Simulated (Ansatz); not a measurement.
# Cl on Rh(111): change of the work function, part 2 of 3

Wanted: Δφ(θ) for Cl/Rh(111), starting from the fcc site.

Ansatz 0.2.0; plane-wave DFT, PBE, Ansatz PAW.

So far, work function, upper face (eV): step 2 (the clean slab) 5.17.

## Step 3: The covered slab, k-mesh 6×6×1, coverage 0.25 ML

System of this step: Cl/Rh(111). The cell holds 17 atoms: 16 Rh and 1 Cl. Cell: a = 5.374 Å, b = 5.374 Å, c = 26.551 Å, α = 90.0°, β = 90.0°, γ = 60.0°. Vacuum lies along c.

The clean slab as it ended is repeated in the plane and the adsorbate is set on one face; the cell's size fixes the coverage, and the k-mesh shrinks with it to keep the sampling density about even. Adsorbate and upper layers relax, since the dipole depends on the height.

input.yaml reads:

```yaml
crystal:
  lattice:
    - [5.374011537, -1.0e-10, 0.0]
    - [2.6870057685, 4.6540305112, 0.0]
    - [0.0, 0.0, 26.5510579004]
  atoms:
    - { symbol: Rh, position: [0.0, 0.0, 0.3389695444] }
    - { symbol: Rh, position: [0.1666666667, 0.1666666667, 0.4216001887] }
    - { symbol: Rh, position: [0.3333333333, 0.3333333333, 0.5040886906] }
    - { symbol: Rh, position: [0.0, 0.0, 0.586560825] }
    - { symbol: Rh, position: [0.0, 0.5, 0.3389695444] }
    - { symbol: Rh, position: [0.1666666667, 0.6666666667, 0.4216001887] }
    - { symbol: Rh, position: [0.3333333333, 0.8333333333, 0.5040886906] }
    - { symbol: Rh, position: [0.0, 0.5, 0.586560825] }
    - { symbol: Rh, position: [0.5, 0.0, 0.3389695444] }
    - { symbol: Rh, position: [0.6666666667, 0.1666666667, 0.4216001887] }
    - { symbol: Rh, position: [0.8333333333, 0.3333333333, 0.5040886906] }
    - { symbol: Rh, position: [0.5, 0.0, 0.586560825] }
    - { symbol: Rh, position: [0.5, 0.5, 0.3389695444] }
    - { symbol: Rh, position: [0.6666666667, 0.6666666667, 0.4216001887] }
    - { symbol: Rh, position: [0.8333333333, 0.8333333333, 0.5040886906] }
    - { symbol: Rh, position: [0.5, 0.5, 0.586560825] }
    - { symbol: Cl, position: [0.1666666667, 0.1666666667, 0.6610304556] }
kpoints:
  mp_grid: { grid: [6, 6, 1] }
hamiltonian:
  xc: pbe
scf:
  occupations: { method: fermi_dirac, width: 0.1 }
  convergence: { dr2_threshold: 1.0e-08 }
efield:
  axis: 3
  dipole_correction: true
  ramp_position: 0.97
  ramp_width: 0.06
relax:
  f_tol: 0.02
  max_steps: 60
  constraints: [{ sites: [0, 1, 4, 5, 8, 9, 12, 13] }]
output:
  dos: { projected: true, e_range: [-8, 4] }
  write_potential: true
  write_density: true
  volumetric_format: npy
  elf: true
```

On the command line:

```
$ ansatz run input.yaml --threads 4 --pin off --max-ram 6144MiB --backend cpu --events-out ev --progress --plain --runs-dir out
```

Numbers of over 12 decimals in the logs are rounded to 6 here.

Output:

```text
[...]
Crystal: 17 atoms, lattice volume = 664.064 Å³
Basis set: ecut = 420 eV, 12851 PW (Γ), exchange–correlation on 72×72×360 points (8 copies of the dense FFT grid, shifted against one another)
Bands: 168, of which v1, the nominal top of the filled ones, is band 140 counted from 1 (139 counted from 0)
Symmetry: 6 space group operations
[...]
k-points: 7 of 36 (time reversal used)
[...]
SCF iter   1: F=—  HF=-103521.530201 eV  |F-HF|=—  |Δ(HF+E_count)|=         —  Δρ=8.89e-3  dr2=6.92e0  ethr=1.77e-3  p=0.043 e·Å  D=1.18e-2 V/Å  ΔV_dip=-0.31 eV  dr2_dipole=2.62e0  V_vac-E_F(+/−)=4.76/5.07 eV  ⟨swp⟩=8.4  Hψ=5493  notcnv=0  defer=29
[...]
SCF iter  11: F=-103521.475068 eV  HF=-103521.475068 eV  |F-HF|=2.35e-8  |Δ(HF+E_count)|=   6.89e-8  Δρ=3.57e-7  dr2=1.49e-9  ethr=3.58e-12  p=-0.005 e·Å  D=-1.35e-3 V/Å  ΔV_dip=0.04 eV  dr2_dipole=9.13e-12  V_vac-E_F(+/−)=5.18/5.15 eV  ⟨swp⟩=15.4  Hψ=8162  notcnv=0
SCF 1 converged in 11 iterations: F = -103521.475068 eV  dr2 = 1.49e-9
[...]
relax step   1: F+E_penalty+E_count = -103521.47506800 eV  Δ(F+E_penalty+E_count) = +0.000e0 eV  max|allowed force component| = 8.092e-1 eV/Å  Δτ_max = 0.0000 Å  (11 SCF iters, accepted)
[...]
SCF iter  10: F=-103521.544750 eV  HF=-103521.544750 eV  |F-HF|=2.28e-8  |Δ(HF+E_count)|=   7.85e-8  Δρ=6.11e-7  dr2=4.77e-9  ethr=3.58e-12  p=0.005 e·Å  D=1.47e-3 V/Å  ΔV_dip=-0.04 eV  dr2_dipole=1.61e-10  V_vac-E_F(+/−)=5.11/5.15 eV  ⟨swp⟩=15.0  Hψ=8568  notcnv=0
SCF 2 converged in 10 iterations: F = -103521.544750 eV  dr2 = 4.77e-9
relax step   2: F+E_penalty+E_count = -103521.54474997 eV  Δ(F+E_penalty+E_count) = -6.968e-2 eV  max|allowed force component| = 2.732e-1 eV/Å  Δτ_max = 0.0706 Å  (10 SCF iters, accepted)
SCF iter   1: F=—  HF=-103521.554188 eV  |F-HF|=—  |Δ(HF+E_count)|=         —  Δρ=1.86e-3  dr2=3.57e-2  ethr=3.47e-5  p=0.005 e·Å  D=1.47e-3 V/Å  ΔV_dip=-0.04 eV  dr2_dipole=3.06e-3  V_vac-E_F(+/−)=5.11/5.15 eV  ⟨swp⟩=3.0  Hψ=2656  notcnv=0  defer=43
[...]
SCF iter   9: F=-103521.552490 eV  HF=-103521.552490 eV  |F-HF|=3.90e-8  |Δ(HF+E_count)|=   3.57e-8  Δρ=7.18e-7  dr2=6.32e-9  ethr=3.58e-12  p=0.017 e·Å  D=4.50e-3 V/Å  ΔV_dip=-0.12 eV  dr2_dipole=1.05e-10  V_vac-E_F(+/−)=5.03/5.15 eV  ⟨swp⟩=14.4  Hψ=8843  notcnv=0
SCF 3 converged in 9 iterations: F = -103521.552490 eV  dr2 = 6.32e-9
relax step   3: F+E_penalty+E_count = -103521.55249047 eV  Δ(F+E_penalty+E_count) = -7.741e-3 eV  max|allowed force component| = 3.381e-2 eV/Å  Δτ_max = 0.0275 Å  (9 SCF iters, accepted)
SCF iter   1: F=—  HF=-103521.552298 eV  |F-HF|=—  |Δ(HF+E_count)|=         —  Δρ=6.94e-4  dr2=1.21e-2  ethr=1.95e-5  p=0.017 e·Å  D=4.50e-3 V/Å  ΔV_dip=-0.12 eV  dr2_dipole=3.97e-3  V_vac-E_F(+/−)=5.03/5.15 eV  ⟨swp⟩=2.0  Hψ=2092  notcnv=0  defer=37
[...]
SCF iter   8: F=-103521.552711 eV  HF=-103521.552711 eV  |F-HF|=3.29e-8  |Δ(HF+E_count)|=   9.07e-8  Δρ=5.27e-7  dr2=3.23e-9  ethr=3.58e-12  p=0.018 e·Å  D=4.89e-3 V/Å  ΔV_dip=-0.13 eV  dr2_dipole=1.32e-10  V_vac-E_F(+/−)=5.02/5.15 eV  ⟨swp⟩=12.1  Hψ=8304  notcnv=0
SCF 4 converged in 8 iterations: F = -103521.552711 eV  dr2 = 3.23e-9
relax step   4: F+E_penalty+E_count = -103521.55271068 eV  Δ(F+E_penalty+E_count) = -2.202e-4 eV  max|allowed force component| = 1.265e-2 eV/Å  Δτ_max = 0.0105 Å  (8 SCF iters, accepted)
NSCF: frozen V_eff on 7 k-points
[...]
SCF converged after 8 iterations
Free energy (F): -103521.552711 eV
[...]
Internal energy: -103520.719665 eV  (E = F + TS)
E sigma→0 (E₀):  -103521.136188 eV
Entropy (-TS):   -0.833046 eV (-49.003 meV/atom)
Fermi energy:    4.362235 eV
Dipole field:    D = 0.004898 V/Å  (p = 0.017975 e·Å, saw-weighted, corrected)
Work function:   Φ+ = 5.0182 eV   Φ− = 5.1483 eV
[...]
--- Forces (eV/Å), atoms counted from 1 ---
  atom   1  Rh    -0.02815847    -0.01625730     0.05908285
  atom   2  Rh     0.00000000     0.00000000    -0.05461493
  atom   3  Rh     0.00040336     0.00023288    -0.00303756
  atom   4  Rh    -0.00207169    -0.00119609     0.00438961
  atom   5  Rh     0.00000000     0.03251461     0.05908285
  atom   6  Rh    -0.12690536     0.07326884    -0.05955082
  atom   7  Rh    -0.00000000    -0.00046576    -0.00303756
  atom   8  Rh     0.00000000     0.00239218     0.00438961
  atom   9  Rh     0.02815847    -0.01625730     0.05908285
  atom  10  Rh    -0.00000000    -0.14653769    -0.05955082
  atom  11  Rh    -0.00040336     0.00023288    -0.00303756
  atom  12  Rh     0.00207169    -0.00119609     0.00438961
  atom  13  Rh     0.00000000     0.00000000     0.03034868
  atom  14  Rh     0.12690536     0.07326884    -0.05955082
  atom  15  Rh     0.00000000     0.00000000    -0.00261980
  atom  16  Rh    -0.00000000    -0.00000000     0.01264686
  atom  17  Cl     0.00000000    -0.00000000     0.01156514
  max |Σ_I F_I| component: 2.18e-5 eV/Å
--- Band table (eV; the first three rows and the last of 7) ---
  k-point 0: bands = [... 136 lower, 4.7214, 4.7899, 4.7899, 4.9527, 4.9583, 4.9583, 4.9975, 5.1067, ... 24 higher]
  k-point 1: bands = [... 136 lower, 4.5760, 4.5854, 4.6948, 4.7078, 4.7424, 4.7747, 4.8275, 4.9162, ... 24 higher]
  k-point 2: bands = [... 136 lower, 3.9725, 4.0651, 4.1840, 4.2257, 4.2861, 4.3848, 4.4439, 4.5018, ... 24 higher]
  k-point 6: bands = [... 136 lower, 4.0335, 4.1066, 4.1649, 4.3308, 4.3556, 4.3892, 4.4603, 4.5101, ... 24 higher]
--- Relaxed structure (4 steps of the walk, 4 accepted, 0 SCFs on fresh bases) ---
  F+E_penalty+E_count = -103521.55271068 eV   max|allowed force component| = 1.265e-2 eV/Å
  atoms:
    - { symbol: Rh, position: [-1.7959490104491815e-17, -1.7959490104491818e-17, 0.338970] }
    - { symbol: Rh, position: [0.166667, 0.166667, 0.421600] }
    - { symbol: Rh, position: [0.333350, 0.333350, 0.503665] }
    - { symbol: Rh, position: [-0.00265466, -0.00265466, 0.587626] }
    - { symbol: Rh, position: [0.0, 0.500000, 0.338970] }
    - { symbol: Rh, position: [0.166667, 0.666667, 0.421600] }
    - { symbol: Rh, position: [0.333350, 0.833300, 0.503665] }
    - { symbol: Rh, position: [-0.00265466, 0.505309, 0.587626] }
    - { symbol: Rh, position: [0.500000, -1.795949010570351e-17, 0.338970] }
    - { symbol: Rh, position: [0.666667, 0.166667, 0.421600] }
    - { symbol: Rh, position: [0.833300, 0.333350, 0.503665] }
    - { symbol: Rh, position: [0.505309, -0.00265466, 0.587626] }
    - { symbol: Rh, position: [0.500000, 0.500000, 0.338970] }
    - { symbol: Rh, position: [0.666667, 0.666667, 0.421600] }
    - { symbol: Rh, position: [0.833333, 0.833333, 0.506816] }
    - { symbol: Rh, position: [0.500000, 0.500000, 0.585281] }
    - { symbol: Cl, position: [0.166667, 0.166667, 0.657969] }
```

The job ended after 42 s (4 threads of Intel Xeon 6975P-C (Granite Rapids), shared host; peak memory 2.7 GiB).

This run has no spin polarisation although its electron count is odd.

Relaxation path:

| step | energy less that of the first step (eV) | largest force component (eV/Å) |
| --- | --- | --- |
| 1 | 0.0000 | 0.8092 |
| 2 | -0.0697 | 0.2732 |
| 3 | -0.0774 | 0.0338 |
| 4 | -0.0776 | 0.0126 |

The run keeps the 6 symmetry operations that it works with, so distortions that break them were not tested.

The atoms that moved most (Å):

| atom | dx | dy | dz | length |
| --- | --- | --- | --- | --- |
| Cl17 | 0.000 | 0.000 | -0.081 | 0.081 |
| Rh15 | 0.000 | 0.000 | 0.072 | 0.072 |
| Rh4 | -0.021 | -0.012 | 0.028 | 0.038 |
| Rh12 | 0.021 | -0.012 | 0.028 | 0.038 |
| Rh8 | 0.000 | 0.025 | 0.028 | 0.038 |
| Rh16 | 0.000 | 0.000 | -0.034 | 0.034 |
| Rh11 | 0.000 | 0.000 | -0.011 | 0.011 |
| Rh7 | 0.000 | 0.000 | -0.011 | 0.011 |

The relaxed structure:

```
Rh Cl
1.0
     5.37401    0.00000    0.00000
     2.68701    4.65403    0.00000
     0.00000    0.00000   26.55106
Rh Cl
16 1
Direct
  0.00000 0.00000 0.33897
  0.16667 0.16667 0.42160
  0.33335 0.33335 0.50366
  0.99735 0.99735 0.58763
  0.00000 0.50000 0.33897
  0.16667 0.66667 0.42160
  0.33335 0.83330 0.50366
  0.99735 0.50531 0.58763
  0.50000 0.00000 0.33897
  0.66667 0.16667 0.42160
  0.83330 0.33335 0.50366
  0.50531 0.99735 0.58763
  0.50000 0.50000 0.33897
  0.66667 0.66667 0.42160
  0.83333 0.83333 0.50682
  0.50000 0.50000 0.58528
  0.16667 0.16667 0.65797
```

This step gave:

```
energy at zero smearing        : -103521.1362 eV
work function, upper face      : 5.018 eV
work function, lower face      : 5.148 eV
dipole along the normal        : 0.01798 e·Å
step between the vacuum levels : -0.1301 eV
```

Running mean over 2.194 Å of the planar mean; the ramp of the sawtooth is left out. Electron's electrostatic potential energy less the Fermi level against z:

z (Å), electron's electrostatic potential energy less the Fermi level (eV) and a bar from the least value:
```
        4        5.1 ##############################
        5        5.1 ##############################
        6        5.1 ##############################
        7        4.1 ############################
        8       -5.6 ############
        9      -12.7 #
       10      -13.1 
       11      -13.2 
       12      -13.2 
       13      -13.2 
       14      -13.2 
       15      -13.1 
       16      -12.3 ##
       17       -2.6 #################
       18        2.3 #########################
       19        4.5 #############################
       20        5.0 ##############################
       21        5.0 ##############################
       22        5.0 ##############################
       23        5.0 ##############################
```

The density of states has structure finer than the step of the table below, so its rows give means over 0.5 eV, whole bins alone (the curve runs from -8 to 1.98 eV). Peaks (eV: height): -4.21: 45.3, -4.00: 53.2, -2.77: 51.3, -2.65: 51.2, -2.53: 44.1, -2.38: 73.4, 0.09: 50.0.

The density of states by energy, zero at the Fermi level; means over each step:

| energy (eV) | density of states (states/eV a cell) |
| --- | --- |
| -7.5 | 0.314 |
| -7.0 | 0.976 |
| -6.5 | 2.54 |
| -6.0 | 7.65 |
| -5.5 | 23.6 |
| -5.0 | 25.6 |
| -4.5 | 21.4 |
| -4.0 | 23.1 |
| -3.5 | 18.4 |
| -3.0 | 28.1 |
| -2.5 | 34.7 |
| -2.0 | 22.5 |
| -1.5 | 23.6 |
| -1.0 | 23.3 |
| -0.5 | 27.0 |
| 0.0 | 24.5 |
| 0.5 | 31.1 |
| 1.0 | 7.38 |
| 1.5 | 4.48 |

Projected DOS per atom over height of the atomic layer and energy from the Fermi level. Layers: Rh4 Rh4 Rh4 Rh4 Cl from below.

Ten even steps from '0' (0.00 states/eV) to '9' (2.48 states/eV), each cell a mean:
```
10010
11110
32230
78871
64560
75571
74570
75561
74461
85571
88871
45651
45541
54554
55554
49836
27739
02216
00003
00000
00000
00000
```
Columns: height of the atomic layer (Å) from 9 to 17.5 (not evenly spaced); rows upwards: energy from the Fermi level (eV) from -7.96 to 1.95.

Electrostatic potential energy in the ca plane at fractional y = 0.167, with atoms of Rh and Cl within 0.2 Å of it. With pseudopotentials it is smooth inside the atoms' cores, unlike the true potential.

Values in eV, 8 rows by 16 columns, each cell a mean:
```
-19  -3   2   3  -9 -15  -2 -19   4   7   9   9   9   9   9   9
 -3   2 -24 -17   0  -3   3  -3   7   9   9   9   9   9   9   9
  5   3 -46 -38   4   5   7   5   8   9   9   9   9   9   9   9
 -3   2 -25 -18   0  -1   3  -4   7   9   9   9   9   9   9   9
-19  -3   2   3  -9 -15  -2 -19   4   7   9   9   9   9   9   9
 -3   2 -24 -17   0  -2   4  -3  -6 -16   8   9   9   9   9   9
  5   3 -46 -38   4   5   7   4 -22 -42   5   9   9   9   9   9
 -3   2 -26 -19   1  -1   4  -3  -7 -17   7   9   9   9   9   9
```
Columns run along c (16.0 Å, from fractional 0.32 to 0.92 of the cell; values clipped at the 3rd and 97th percentile), rows up along a (5.4 Å). Atoms in or near the plane, at fractional coordinates: Rh at (0.42, 0.17), Rh at (0.42, 0.67), Cl at (0.66, 0.17).

ELF in the ca plane at fractional y = 0.167, with atoms of Rh and Cl within 0.2 Å of it. It is the smooth field of the valence electrons, not physical close to the nuclei.

Ten even steps from '0' (0.00) to '9' (0.89), each cell a mean:
```
34432222222234432234431357764200000000000000
34432222222234432234442112221000000000000000
23222235532223322222322100000000000000000000
22222368863222222222222210000000000000000000
33332378873233222222332210000000000000000000
22222367763222222222222110000000000000000000
33322234432223322223332110000000000000000000
34432222222234432234442123331000000000000000
34432222222234432233431368864200000000000000
23222235542223322222223799997410000000000000
22222368863222222222225877998520000000000000
33332378873232222222226854898520000000000000
22222368863222222222225888998520000000000000
33322234432223322223322799986310000000000000
```
Columns run along c (16.0 Å, from fractional 0.32 to 0.92 of the cell), rows up along a (5.4 Å). Atoms in or near the plane, at fractional coordinates: Rh at (0.42, 0.17), Rh at (0.42, 0.67), Cl at (0.66, 0.17).

Valence density in the ca plane at fractional y = 0.167, with atoms of Rh and Cl within 0.2 Å of it. It is the smooth field of the valence electrons, not physical close to the nuclei.

Values in units of 1e0 e/Å³, 8 rows by 16 columns, each cell a mean:
```
1.5 0.6 0.4 0.3 0.9 1.2 0.6 1.5 0.3 0.1 0.0 0.0 0.0 0.0 0.0 0.0
0.6 0.4 2.4 1.8 0.5 0.6 0.3 0.6 0.1 0.0 0.0 0.0 0.0 0.0 0.0 0.0
0.3 0.4 7.5 5.4 0.3 0.3 0.2 0.3 0.1 0.0 0.0 0.0 0.0 0.0 0.0 0.0
0.6 0.4 2.6 1.9 0.5 0.5 0.3 0.7 0.1 0.0 0.0 0.0 0.0 0.0 0.0 0.0
1.5 0.6 0.4 0.3 0.9 1.2 0.6 1.5 0.2 0.1 0.0 0.0 0.0 0.0 0.0 0.0
0.6 0.4 2.4 1.8 0.5 0.6 0.3 0.6 0.7 1.0 0.1 0.0 0.0 0.0 0.0 0.0
0.3 0.4 7.5 5.4 0.3 0.2 0.2 0.3 1.1 1.2 0.2 0.0 0.0 0.0 0.0 0.0
0.6 0.4 2.7 2.0 0.4 0.5 0.3 0.6 0.8 1.1 0.1 0.0 0.0 0.0 0.0 0.0
```
Columns run along c (16.0 Å, from fractional 0.32 to 0.92 of the cell), rows up along a (5.4 Å). Atoms in or near the plane, at fractional coordinates: Rh at (0.42, 0.17), Rh at (0.42, 0.67), Cl at (0.66, 0.17).

The relaxation took 4 steps and lowered the energy by 0.078 eV; the largest force on the free atoms ends at 0.013 eV/Å.

By hand: a sheet of dipoles makes a step −p/(ε₀A) in the electron's potential. With e/ε₀ = 180.95 V·Å, p = 0.01798 e·Å and A = 25.01 Å², that is −180.95 × (0.01798) / 25.01 = -0.130 eV, and the two vacuum levels of the run differ by -0.130 eV.

The covered face has 5.02 eV, -0.15 eV against the clean one; the bare back face has moved by -0.02 eV, a measure of how thin the slab is.

[end of part 2 of 3]

[Logs are printed without paths, hosts, clocks, repeated set-up lines and the standing remarks that a program may print on its own settings, such as how far it seeks lower states.]

[Hosts, paths, dates, database ids (printed as entryN), source tags and the programs' standing remarks are cut or masked in the printed files.]

[Maps of the electrostatic potential energy from Ansatz leave out the sawtooth potential of an applied field or a dipole correction, so their vacuum need not be flat; planar profiles and work functions include it.]

[The density of states shown here was stored with 400 of the rows of the run's finer table, so its peaks can read low, often by over a quarter, or be missed, and its means over a window can be off by a tenth or more.]
